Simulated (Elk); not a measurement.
**CoRu3N: moments or none**

Wanted: the moments of CoRu3N and the energy gained by spin polarisation.

Calculated with Elk 11.2.3 (patched build); PBE; all-electron APW+lo, Dirac cores, scalar-relativistic bands.

Report form: the programs' logs are mostly left out.

## 1. Set-up

It takes space group Pm-3m (No. 221, cubic). The conventional cell has a = 3.971 Å, b = 3.971 Å, c = 3.971 Å, α = 90.00°, β = 90.00°, γ = 90.00°. Ru has 2 N at 1.99 Å nearest. Co has 12 Ru at 2.81 Å nearest. N has 6 Ru at 1.99 Å nearest. invented: Fe3RhN (Pm-3m) with Co for Rh, Ru for Fe. Farther neighbours and most contacts between anions are not listed.

Coordinates:

```cif
data_structure
_symmetry_space_group_name_H-M 'P 1'
_symmetry_Int_Tables_number 1
_cell_length_a 3.9711
_cell_length_b 3.9711
_cell_length_c 3.9711
_cell_angle_alpha 90.000
_cell_angle_beta 90.000
_cell_angle_gamma 90.000
_cell_volume 62.62
loop_
_atom_site_label
_atom_site_type_symbol
_atom_site_fract_x
_atom_site_fract_y
_atom_site_fract_z
_atom_site_occupancy
Ru1 Ru 0.00000 0.50000 0.50000 1
Ru2 Ru 0.50000 0.50000 0.00000 1
Ru3 Ru 0.50000 0.00000 0.50000 1
Co4 Co 0.00000 0.00000 0.00000 1
N5 N 0.50000 0.50000 0.50000 1
```

The cell is a made-up one and need not be a known phase.

## 2. Order 1, typed as ferro +

Parallel moments need no larger cell; this start tests for a ferromagnetic state only.

The last three numbers of an atom's line are a seed field in its sphere. It points against the wanted moment and shrinks by the factor reducebf each loop.

The input, elk.in:

```
tasks
  0
  33
  73

xctype
  20

rgkmax
  7.0

nempty
  14

swidth
  0.002

reducebf
  0.5

epsengy
  1e-05

maxscl
  100

lmaxi
  2

spinpol
  .true.

sppath
  './'

avec
  7.50430653131 0.00000000000 0.00000000000
  0.00000000000 7.50430653131 0.00000000000
  0.00000000000 0.00000000000 7.50430653131

atoms
  3
  'Ru.in'
  3
  0.0000000000 0.5000000000 0.5000000000   0.000000 0.000000 0.000000
  0.5000000000 0.5000000000 0.0000000000   0.000000 0.000000 0.000000
  0.5000000000 0.0000000000 0.5000000000   0.000000 0.000000 0.000000
  'Co.in'
  1
  0.0000000000 0.0000000000 0.0000000000   0.000000 0.000000 -0.100000
  'N.in'
  1
  0.5000000000 0.5000000000 0.5000000000   0.000000 0.000000 0.000000

ngridk
  6 6 6

plot3d
  0 0 0
  1 0 0
  0 1 0
  0 0 1
  20 20 20
```

Launch:

```console
$ OMP_NUM_THREADS=4 elk
```

Run time: 3.6 min. Hardware: 4 threads of Arm Neoverse V1, shared host; peak memory 0.44 GiB; 14 min of CPU time.

Spin moment in the muffin-tin sphere by atom:

| atom | spin moment in the muffin-tin sphere (μB) |
| --- | --- |
| Ru1 | 0.41 |
| Ru2 | 0.41 |
| Ru3 | 0.41 |
| Co4 | 2.13 |
| N5 | -0.02 |

This step gave:

- density of states at the Fermi level: 6.870 states/eV/cell
- moment between the spheres: -0.01040 μB
- magnetization: 3.328 μB
- final state: ferromagnetic

After 31 cycles the largest moment stands at 2.13 μB.

## 3. Order 2, typed as no spin polarisation

A run without seeds gives the energy of the state without moments.

elk.in, as its differences from that of step 2:

```diff
@@ -2,4 +2,2 @@
   0
-  33
-  73
 
@@ -17,5 +15,2 @@
 
-reducebf
-  0.5
-
 epsengy
@@ -28,5 +23,2 @@
   2
-
-spinpol
-  .true.
 
@@ -49,3 +41,3 @@
   1
-  0.0000000000 0.0000000000 0.0000000000   0.000000 0.000000 -0.100000
+  0.0000000000 0.0000000000 0.0000000000   0.000000 0.000000 0.000000
   'N.in'
@@ -56,8 +48 @@
   6 6 6
-
-plot3d
-  0 0 0
-  1 0 0
-  0 1 0
-  0 0 1
-  20 20 20
```

Launch:

```console
$ OMP_NUM_THREADS=4 elk
```

It took 17 s on 4 threads; peak memory 0.17 GiB; 61 s of CPU time.

Read from the output:

```yaml
density_of_states_at_the_fermi_level: 5.481 states/eV/cell
final_state: non-magnetic (no spin polarisation)
```

It lies 133 meV a seeded atom over the first start.

## 4. Ranking

These are free energies at a smearing of 0.0544 eV, so its entropy term is in the differences. They are divided by the number of seeded atoms, so that cells of unlike size compare.

Orders:

| start | final state | typed order kept | energy over the lowest (meV a seeded atom) | largest sphere moment (μB) | net moment (μB a primitive cell) | DOS at the Fermi level (states/eV a primitive cell) | mesh matched | CPU time (s) |
| --- | --- | --- | --- | --- | --- | --- | --- | --- |
| ferro + | ferromagnetic | yes | 0 | 2.131 | 3.328 | 6.87 | yes | 844.8 |
| no spin polarisation | non-magnetic | - | 132.8 | 0 | 0 | 5.481 | yes | 61.44 |

## 5. Spin–orbit coupling

Orbital moments arise only with spin–orbit coupling, and measured moments hold them.

The run goes on from the saved lowest state, with the moments along the z axis of the cell.

elk.in, as its differences from that of step 3:

```diff
@@ -1,3 +1,4 @@
 tasks
-  0
+  1
+  15
 
@@ -15,2 +16,5 @@
 
+reducebf
+  0.5
+
 epsengy
@@ -22,3 +26,12 @@
 lmaxi
-  2
+  3
+
+spinpol
+  .true.
+
+spinorb
+  .true.
+
+cmagz
+  .true.
 
@@ -41,3 +54,3 @@
   1
-  0.0000000000 0.0000000000 0.0000000000   0.000000 0.000000 0.000000
+  0.0000000000 0.0000000000 0.0000000000   0.000000 0.000000 -0.000100
   'N.in'
```

Launch:

```console
$ OMP_NUM_THREADS=4 elk
```

Elapsed: 8.4 min, on 4 threads; peak memory 0.56 GiB.

Spin moment in the muffin-tin sphere by atom:

| atom | spin moment in the muffin-tin sphere (μB) |
| --- | --- |
| Ru1 | 0.40 |
| Ru2 | 0.40 |
| Ru3 | 0.40 |
| Co4 | 2.12 |
| N5 | -0.02 |

This step gave:

| Quantity | Value |
| --- | --- |
| density of states at the Fermi level | 6.927 states/eV/cell |
| moment between the spheres | -0.01128 μB |
| magnetization | 3.303 μB |
| final state | ferromagnetic |

Orbital moment <L> in the sphere by atom:

| atom | x (μB) | y (μB) | z (μB) | size |
| --- | --- | --- | --- | --- |
| Ru1 | 0.000 | 0.000 | 0.000 | 0.000 |
| Ru2 | 0.000 | 0.000 | 0.005 | 0.005 |
| Ru3 | 0.000 | 0.000 | 0.000 | 0.000 |
| Co4 | 0.000 | 0.000 | 0.142 | 0.142 |
| N5 | 0.000 | 0.000 | 0.000 | 0.000 |

## 6. What came out

| Item | Value |
| --- | --- |
| lower run | with moments |
| largest site moment | 2.13 μB |
| energy gained by spin polarisation | 133 meV a seeded atom |
| with spin–orbit coupling: largest spin moment and its orbital moment | 2.12 and 0.142 μB |

What this shows: The crystal holds moments, up to 2.13 μB, and gains 133 meV a seeded atom by them. The orbital moment is parallel to the spin, as Hund's third rule has it for a shell over half filled. No antiferromagnetic order was tried, so the session says nothing on how the moments order. With a GGA and lmaxo under 10 this build's totals carry angular errors that reach some ten meV an atom in oxides, so smaller differences are in doubt.

[Logs and program files are shortened in this print: banners, set-up blocks, solver, clock and traceback lines can be left out without a mark of their own.]

[Logs are printed without paths, hosts, clocks, repeated set-up lines and the standing remarks that a program may print on its own settings, such as how far it seeks lower states.]

[Hosts, paths, dates, database ids (printed as entryN), source tags and the programs' standing remarks are cut or masked in the printed files.]

[Where a cell is said to come from a database of computed structures, the database is the Materials Project.]
